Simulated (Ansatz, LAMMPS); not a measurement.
# Relaxing aqueous NH4+ and HCO3-, 3.6 mol of salt per kg of water, from a frame at 300 K (113 atoms), part 3 of 3

How does aqueous NH4+ and HCO3-, 3.6 mol of salt per kg of water, from a frame at 300 K (113 atoms) relax, and what do bonds, charges and levels look like afterwards?

Ansatz 0.2.0; Kohn-Sham DFT, PBE+D4, PAW (set soft_2), plane waves.

The cell: 2 N, 72 H, 37 O and 2 C. The network of contacts between molecules at the start is that of the classical potential that made the cell. The concentration wasn't checked against solubility and may exceed it. The density was typed from a rule of thumb and may lie off the real one at this temperature. Only the Γ point is sampled, in a cell whose shortest periodic width is 10 Å.

So far. Step 4 (Relaxation): The relaxation changed the energy by -66.9 meV/atom, and atoms moved by 0.58 Å r.m.s., 1.5 Å at most.

### Step 6. Single point at the relaxed geometry

One more single point at the end of the walk gives the fuller output and checks the residual forces.

input.yaml

```yaml
crystal:
  lattice:
    - [10.22827, 0.0, 0.0]
    - [0.0, 10.22827, 0.0]
    - [0.0, 0.0, 10.22827]
  atoms:
    - { symbol: "N", position: [0.34527, 0.88514, 0.34616] }
    - { symbol: H, position: [0.34162, 0.97078, 0.40687] }
    - { symbol: H, position: [0.25214, 0.86595, 0.31052] }
    - { symbol: H, position: [0.37448, 0.80406, 0.39994] }
    - { symbol: H, position: [0.40891, 0.90567, 0.27031] }
    - { symbol: "N", position: [0.34726, 0.39628, 0.16845] }
    - { symbol: H, position: [0.30547, 0.31201, 0.13161] }
    - { symbol: H, position: [0.33378, 0.40116, 0.27079] }
    - { symbol: H, position: [0.3028, 0.47739, 0.1239] }
    - { symbol: H, position: [0.44649, 0.39414, 0.14626] }
    - { symbol: O, position: [0.76918, 0.53962, 0.05866] }
    - { symbol: C, position: [0.65174, 0.47935, 0.04227] }
    - { symbol: O, position: [0.57196, 0.52605, 0.96122] }
    - { symbol: O, position: [0.6301, 0.38017, 0.11514] }
    - { symbol: H, position: [0.7757, 0.61512, 0.99432] }
    - { symbol: O, position: [0.29026, 0.15263, 0.03675] }
    - { symbol: C, position: [0.1792, 0.07931, 0.02699] }
    - { symbol: O, position: [0.15677, 0.02391, 0.91752] }
    - { symbol: O, position: [0.1098, 0.0707, 0.12788] }
    - { symbol: H, position: [0.33253, 0.17388, 0.9454] }
    - { symbol: O, position: [0.75044, 0.99096, 0.87145] }
    - { symbol: H, position: [0.74333, 0.03955, 0.95519] }
    - { symbol: H, position: [0.82853, 0.02676, 0.82506] }
    - { symbol: O, position: [0.53513, 0.2736, 0.50688] }
    - { symbol: H, position: [0.6095, 0.28171, 0.44489] }
    - { symbol: H, position: [0.57478, 0.28186, 0.59475] }
    - { symbol: O, position: [0.27946, 0.58462, 0.80231] }
    - { symbol: H, position: [0.26484, 0.49883, 0.75961] }
    - { symbol: H, position: [0.36936, 0.61083, 0.77726] }
    - { symbol: O, position: [0.52486, 0.64707, 0.72201] }
    - { symbol: H, position: [0.56401, 0.60286, 0.79787] }
    - { symbol: H, position: [0.55, 0.74127, 0.7267] }
    - { symbol: O, position: [0.12365, 0.772, 0.6364] }
    - { symbol: H, position: [0.09869, 0.74942, 0.7268] }
    - { symbol: H, position: [0.04994, 0.81813, 0.59526] }
    - { symbol: O, position: [0.06063, 0.37155, 0.05757] }
    - { symbol: H, position: [0.04086, 0.44544, 0.11655] }
    - { symbol: H, position: [0.04457, 0.29303, 0.10852] }
    - { symbol: O, position: [0.73829, 0.32658, 0.34627] }
    - { symbol: H, position: [0.80697, 0.26009, 0.3313] }
    - { symbol: H, position: [0.70478, 0.35238, 0.25795] }
    - { symbol: O, position: [0.0741, 0.83854, 0.27183] }
    - { symbol: H, position: [0.07061, 0.91066, 0.20792] }
    - { symbol: H, position: [0.03058, 0.87324, 0.35033] }
    - { symbol: O, position: [0.56304, 0.90492, 0.70888] }
    - { symbol: H, position: [0.61708, 0.94974, 0.77548] }
    - { symbol: H, position: [0.4702, 0.93276, 0.71837] }
    - { symbol: O, position: [0.0656, 0.77399, 0.9121] }
    - { symbol: H, position: [0.12466, 0.72196, 0.96947] }
    - { symbol: H, position: [0.09131, 0.86656, 0.92509] }
    - { symbol: O, position: [0.96136, 0.08757, 0.74328] }
    - { symbol: H, position: [0.03262, 0.05896, 0.80215] }
    - { symbol: H, position: [0.96488, 0.18454, 0.75434] }
    - { symbol: O, position: [0.90397, 0.12417, 0.29061] }
    - { symbol: H, position: [0.98561, 0.11698, 0.24009] }
    - { symbol: H, position: [0.91567, 0.06573, 0.36716] }
    - { symbol: O, position: [0.49051, 0.98439, 0.12541] }
    - { symbol: H, position: [0.42367, 0.04509, 0.09281] }
    - { symbol: H, position: [0.57395, 0.03448, 0.12532] }
    - { symbol: O, position: [0.61059, 0.71289, 0.36127] }
    - { symbol: H, position: [0.58377, 0.702, 0.26972] }
    - { symbol: H, position: [0.67989, 0.6491, 0.38246] }
    - { symbol: O, position: [0.9918, 0.34389, 0.79756] }
    - { symbol: H, position: [0.93067, 0.41426, 0.76788] }
    - { symbol: H, position: [0.0102, 0.35957, 0.89173] }
    - { symbol: O, position: [0.33015, 0.10026, 0.49363] }
    - { symbol: H, position: [0.31927, 0.06239, 0.58217] }
    - { symbol: H, position: [0.41144, 0.15235, 0.49752] }
    - { symbol: O, position: [0.48484, 0.72451, 0.1124] }
    - { symbol: H, position: [0.52265, 0.67111, 0.04129] }
    - { symbol: H, position: [0.49712, 0.81838, 0.09194] }
    - { symbol: O, position: [0.64859, 0.30269, 0.75027] }
    - { symbol: H, position: [0.70146, 0.38429, 0.7446] }
    - { symbol: H, position: [0.70977, 0.23291, 0.77035] }
    - { symbol: O, position: [0.39812, 0.21104, 0.82293] }
    - { symbol: H, position: [0.48195, 0.25782, 0.82135] }
    - { symbol: H, position: [0.33672, 0.26204, 0.76619] }
    - { symbol: O, position: [0.8155, 0.72451, 0.8873] }
    [... 29 atom lines left out ...]
    - { symbol: O, position: [0.30576, 0.95412, 0.71187] }
    - { symbol: H, position: [0.24427, 0.88484, 0.68296] }
    - { symbol: H, position: [0.26519, 0.99102, 0.79159] }
    - { symbol: O, position: [0.2424, 0.62399, 0.04876] }
    - { symbol: H, position: [0.26279, 0.59849, 0.9547] }
    - { symbol: H, position: [0.32004, 0.67516, 0.07585] }
kpoints:
  mp_grid: { grid: [1, 1, 1] }
hamiltonian:
  xc: pbe
  dispersion: d4
scf:
  occupations: { method: fixed }
output:
  forces: true
  stress: true
  populations: true
  dos:
    method: { smearing: { sigma: 0.15 } }
    de: 0.1
    projected: { site_lists: { C: [C], H: [H], "N": ["N"], O: [O] } }
  eigenvalues: true
  write_density: true
  write_potential: true
  volumetric_format: npy
```

On the command line:

```sh
$ ansatz run input.yaml --threads 4 --pin off --max-ram 8192MiB --backend cpu --events-out ev --progress --plain --runs-dir out
```

Numbers of over 12 decimals in the logs are rounded to 6 here.

Log:

```text
[...]
Crystal: 113 atoms, lattice volume = 1070.056 Å³
Basis set: ecut = 420 eV, 20863 PW (Γ), exchange–correlation on 144×144×144 points (8 copies of the dense FFT grid, shifted against one another)
Bands: 269, of which v1, the nominal top of the filled ones, is band 156 counted from 1 (155 counted from 0)
Symmetry: 1 space group operations
[...]
k-points: 1
[...]
SCF iter   1: F=—  HF=-23432.165163 eV  |F-HF|=—  |Δ(HF+E_count)|=         —  Δρ=3.05e-3  dr2=1.19e-1  ethr=1.77e-3  ⟨swp⟩=5.0  Hψ=918  notcnv=0  defer=107
[...]
SCF iter   9: F=-23432.078182 eV  HF=-23432.078182 eV  |F-HF|=1.11e-8  |Δ(HF+E_count)|=   1.31e-8  Δρ=1.91e-6  dr2=3.88e-8  ethr=3.21e-11  ⟨swp⟩=19.0  Hψ=2691  notcnv=0
SCF 1 converged in 9 iterations: F = -23432.078182 eV  dr2 = 3.88e-8
[...]
WARN: The input density's exchange-correlation potential varies sharply where the density is thin. Do not read a vacuum level from v_tot or v_xc, or from such a field of the output density. On a cell that repeats whose density bears no net charge and no dipole along the vacuum's axis use v_es (v_loc + v_h of the components); [...]
SCF converged after 9 iterations
Free energy (F): -23432.078182 eV
[...]
Internal energy: -23432.078182 eV  (E = F + TS)
E sigma→0 (E₀):  -23432.078182 eV
Fermi energy:    -1.725367 eV
[...]
--- Forces (eV/Å), atoms counted from 1 ---
  atom   1  N      0.01116270    -0.00054609    -0.00634947
  atom   2  H     -0.00087036    -0.00200844    -0.00222441
  atom   3  H     -0.00487879    -0.00144459     0.00335499
  atom   4  H     -0.00085078     0.00008145    -0.00068386
  atom   5  H     -0.00170278     0.00015589     0.00717979
  atom   6  N     -0.00359683    -0.00151401    -0.00321875
  atom   7  H      0.00091374     0.00895009     0.00583772
  atom   8  H     -0.00392279    -0.00238349     0.00040366
  atom   9  H      0.00012518    -0.00130688     0.00054990
  atom  10  H      0.00747157     0.00138462    -0.00389074
  atom  11  O     -0.00406787     0.00242963    -0.01021549
  atom  12  C     -0.00498389     0.00691136     0.01193306
  atom  13  O     -0.00052413    -0.00105827    -0.00400014
  atom  14  O     -0.00251406    -0.00926481    -0.00018260
[...]
atom 112  H     -0.00062248    -0.00082746     0.00245756
  atom 113  H     -0.00092065     0.00191897     0.00226292
  max |Σ_I F_I| component: 5.34e-5 eV/Å
--- Stress (GPa, compression-positive) ---
        0.167245       0.003904      -0.114458
        0.003904       0.086905       0.152260
       -0.114458       0.152259      -0.114674
  P = ⅓ Tr σ = 0.0465 GPa (0.465 kbar)
--- Band table (eV) ---
[...]
--- Löwdin populations: 113 sites ---
  site symbol       q [e]
     0      N      5.5436
     1      H      0.6692
     2      H      0.6699
[...]
112      H      0.6256
  spilling = 0.010966 (of n_electrons = 312.000000)
```

It took 14 s on 4 threads of Arm Neoverse V2, shared host; peak memory 1.2 GiB.

The program notes that the exchange-correlation potential is rough where the density is thin.

Read from the output:

| Item | Value |
| --- | --- |
| free energy | -23432.0782 eV |
| free energy per atom | -207.3635 eV/atom |
| SCF cycles | 9 |
| pressure | 0.04649 GPa |
| r.m.s. force component | 0.00357 eV/Å |
| longest force | 0.02651 eV/Å |
| Fermi energy | -1.725 eV |
| gap (highest filled to lowest empty level) | 4.587 eV |
| spilling of the projection | 0.01097 |

Löwdin charges by element and coordination (they lack the spilled electrons, 0.030 e an atom on average):

```tsv
element	coordination	atoms	mean charge (e)	spread	least	most
C	all	2	0.711	3.0e-4	0.711	0.712
H	all	72	0.380	0.0175	0.330	0.406
N	all	2	-0.538	0.0053	-0.544	-0.533
O	all	37	-0.656	0.0687	-0.711	-0.475
O	1	4	-0.518	0.0045	-0.522	-0.511
O	2	33	-0.673	0.0519	-0.711	-0.475
```

Density of states as counts of states in windows of 1 eV (from the Fermi level), total and the larger projections:

```tsv
from (eV)	to (eV)	total	O p	H s
-14	-10	0.0	0.0	0.0
-10	-9	1.5	0.8	0.2
-9	-8	2.5	1.5	0.4
-8	-7	24.7	16.5	6.9
-7	-6	47.8	26.6	13.7
-6	-5	12.4	7.9	1.3
-5	-4	16.9	12.5	1.7
-4	-3	26.3	21.2	1.9
-3	-2	22.8	19.6	0.8
-2	-1	52.7	51.3	0.3
-1	0	25.7	25.0	0.1
0	1	0.7	0.7	0.0
1	4	0.0	0.0	0.0
4	5	2.0	0.0	1.2
```

With fixed occupations the program's Fermi level is the highest filled level; weight inside the gap is the broadening of levels at its edges.

Between -22 and -14 eV lie 78 more states.

The levels nearest the highest filled one (over half full), pooled over k-points and spins:

```tsv
level less the highest filled one (eV)	occupation
-0.607	2
-0.497	2
-0.457	2
-0.406	2
-0.146	2
0	2
4.59	0
5.68	0
5.96	0
6.26	0
6.37	0
6.46	0
```

Electrostatic potential energy in the bc plane at fractional x = 0.330, with atoms of N and H and O within 0.2 Å of it. With pseudopotentials it is smooth inside the atoms' cores, unlike the true potential.

Values in eV, 13 rows by 16 columns, each cell a mean:
```
  4   2 -22 -15   3   4   5   5   4   2   2   4   4   5   5   4
  4   4   0  -2   3   4   5   5   4   0   3   5   5   5   5   4
  1   4   3  -9 -18   2   4   3  -3 -28  -7   4   5   5   3  -3
 -8   5   5   0 -11   2   4   3   2  -1   2   4   5   4 -14 -38
 -1  -1   4   5   4   3   4   4   4   4   3   3   4   4  -1 -10
-10 -30  -3   5   5   3   3   4   4   1 -20 -12   4   4   4   4
 -6 -40 -25   4   5   0 -20 -17 -18  -3 -33 -21   3   3   3   2
 -5  -4   1   5   5  -3 -34 -25  -9   3   4   4  -1  -9 -16 -26
  2   5   5   5   5   3  -3   2   4   5   5   4   1 -24 -41 -11
  4   5   5   4   3  -2 -31  -4   3   4   5   4   3  -1  -5   1
  4   4   5   4  -1 -20 -41 -17   1   4   4   4   4   4   3   3
  3   2  -4   1  -5 -16 -18 -16  -4   2 -12 -10   3   4   4   4
  3  -4 -33 -10   3   3   3   3   3   2  -6  -4   4   4   4   4
```
Columns run along b (10.2 Å; values clipped at the 3rd and 97th percentile), rows up along c (10.2 Å). Atoms in or near the plane, at fractional coordinates: N at (0.89, 0.35), H at (0.97, 0.41), N at (0.40, 0.17), H at (0.40, 0.27), H at (0.17, 0.95), O at (0.10, 0.49), H at (0.06, 0.58), H at (0.26, 0.77), O at (0.41, 0.44), H at (0.51, 0.46), O at (0.66, 0.51), H at (0.68, 0.08).

Valence density in the bc plane at fractional x = 0.330, with atoms of N and H and O within 0.2 Å of it. It is the smooth field of the valence electrons, not physical close to the nuclei.

Values in e/Å³, 13 rows by 16 columns, each cell a mean:
```
0.0 0.2 1.1 0.7 0.1 0.0 0.0 0.0 0.0 0.1 0.1 0.0 0.0 0.0 0.0 0.0
0.0 0.1 0.3 0.6 0.3 0.0 0.0 0.0 0.2 0.6 0.2 0.0 0.0 0.0 0.0 0.0
0.2 0.1 0.3 1.0 0.9 0.1 0.0 0.1 0.7 2.4 0.9 0.1 0.0 0.0 0.3 0.6
1.0 0.1 0.1 0.2 0.4 0.2 0.1 0.1 0.2 0.5 0.3 0.0 0.0 0.1 1.7 4.7
0.5 0.2 0.1 0.0 0.1 0.1 0.1 0.0 0.0 0.1 0.1 0.1 0.0 0.1 0.5 1.3
0.6 1.9 0.7 0.1 0.0 0.1 0.1 0.1 0.1 0.4 2.2 1.4 0.1 0.0 0.0 0.1
1.0 5.4 3.0 0.2 0.0 0.5 2.5 1.7 0.7 0.8 4.2 2.5 0.2 0.1 0.1 0.1
0.4 0.9 0.5 0.1 0.0 0.7 4.4 2.8 0.5 0.1 0.3 0.2 0.3 0.8 1.3 1.1
0.1 0.0 0.0 0.0 0.0 0.1 0.5 0.3 0.0 0.0 0.0 0.0 0.2 1.8 3.1 1.0
0.0 0.0 0.0 0.0 0.0 0.4 1.4 0.4 0.0 0.0 0.0 0.0 0.0 0.3 0.6 0.2
0.0 0.0 0.0 0.0 0.2 1.5 3.2 1.4 0.2 0.0 0.0 0.0 0.0 0.0 0.0 0.0
0.1 0.3 0.8 0.4 0.3 1.0 1.4 1.1 0.3 0.2 0.6 0.3 0.0 0.0 0.0 0.0
0.1 0.8 3.1 1.2 0.1 0.1 0.1 0.1 0.1 0.3 0.6 0.3 0.0 0.0 0.0 0.0
```
Columns run along b (10.2 Å), rows up along c (10.2 Å). Atoms in or near the plane, at fractional coordinates: N at (0.89, 0.35), H at (0.97, 0.41), N at (0.40, 0.17), H at (0.40, 0.27), H at (0.17, 0.95), O at (0.10, 0.49), H at (0.06, 0.58), H at (0.26, 0.77), O at (0.41, 0.44), H at (0.51, 0.46), O at (0.66, 0.51), H at (0.68, 0.08).

Mean Löwdin charges: C +0.71, H +0.38, N -0.54, O -0.66 e (they miss 1.1 % of the electrons, so they add up to more than the cell's charge). The largest share in the top eV of filled states is O p (98 % of the projected weight), and in the lowest eV of empty states H s (63 % of the projected weight).

The surroundings of O18, picked at random, nearest first, numbered as they follow in the input and with coordinates relative to it.

```tsv
atom	x	y	z	distance (Å)	bonds	Löwdin charge (e)
O18	0.00	0.00	0.00	0.00	1	-0.51
C17	0.23	0.57	1.12	1.28	3	0.71
H110	1.11	-0.34	-1.29	1.73	1	0.38
H50	-0.67	-1.61	0.08	1.74	1	0.38
H52	-1.27	0.36	-1.18	1.77	1	0.39
O16	1.37	1.32	1.22	2.25	2	-0.48
O19	-0.48	0.48	2.15	2.26	1	-0.52
H20	1.80	1.53	0.29	2.38	1	0.37
O108	1.52	-0.71	-2.10	2.69	2	-0.67
O48	-0.93	-2.56	-0.06	2.72	2	-0.68
O51	-2.00	0.65	-1.78	2.76	2	-0.69
```

The column of bonds counts only the pairs H-O within 1.21 Å, H-N within 1.27 Å, O-C within 1.73 Å; other neighbours, such as metal atoms beside each other in a compound, aren't counted, and periodic images can show an atom twice.

### Step 7. What came out

| Item | Value |
| --- | --- |
| energy change in the relaxation | -66.89 meV/atom |
| r.m.s. displacement | 0.584 Å |
| largest displacement | 1.473 Å |
| free energy per atom | -207.3635 eV/atom |
| pressure | 0.04649 GPa |
| r.m.s. force component | 0.00357 eV/Å |
| gap (highest filled to lowest empty level) | 4.587 eV |
| wall time of the 3 DFT runs | 5.2 min |

Relaxation lowers the energy by 66.9 meV/atom and moves atoms by 0.58 Å r.m.s.; the r.m.s. force component goes from 0.81 to 0.0036 eV/Å, the pressure goes from 0.17 to 0.046 GPa, and the gap from 4.25 to 4.59 eV. By the final cutoffs no bond was broken or made. From the first step to the last the energy fell by 7.558 eV, and the largest move was 1.47 Å (O27). The O-C bonds change most in mean length: from 1.266 Å (spread 0.038) to 1.299 Å (spread 0.046). With the cutoffs above, all C atoms have 3, all H atoms have 1, all N atoms have 4 and 89 % of O atoms have 2 bonded neighbours. The 31 water molecules hold 3.16 hydrogen bonds each to other water on average, with a mean O–O distance of 2.75 Å. The highest filled and lowest empty levels differ by 4.59 eV (at Γ alone); a semilocal functional tends to put such gaps too low. In a disordered cell it changes from sample to sample and from frame to frame.

Caveats: The network of contacts between molecules at the start is that of the classical potential that made the cell; in DFT atoms moved by 0.58 Å r.m.s.

[Logs are printed without paths, hosts, clocks, repeated set-up lines and the standing remarks that a program may print on its own settings, such as how far it seeks lower states.]

[Hosts, paths, dates, database ids (printed as entryN), source tags and the programs' standing remarks are cut or masked in the printed files.]
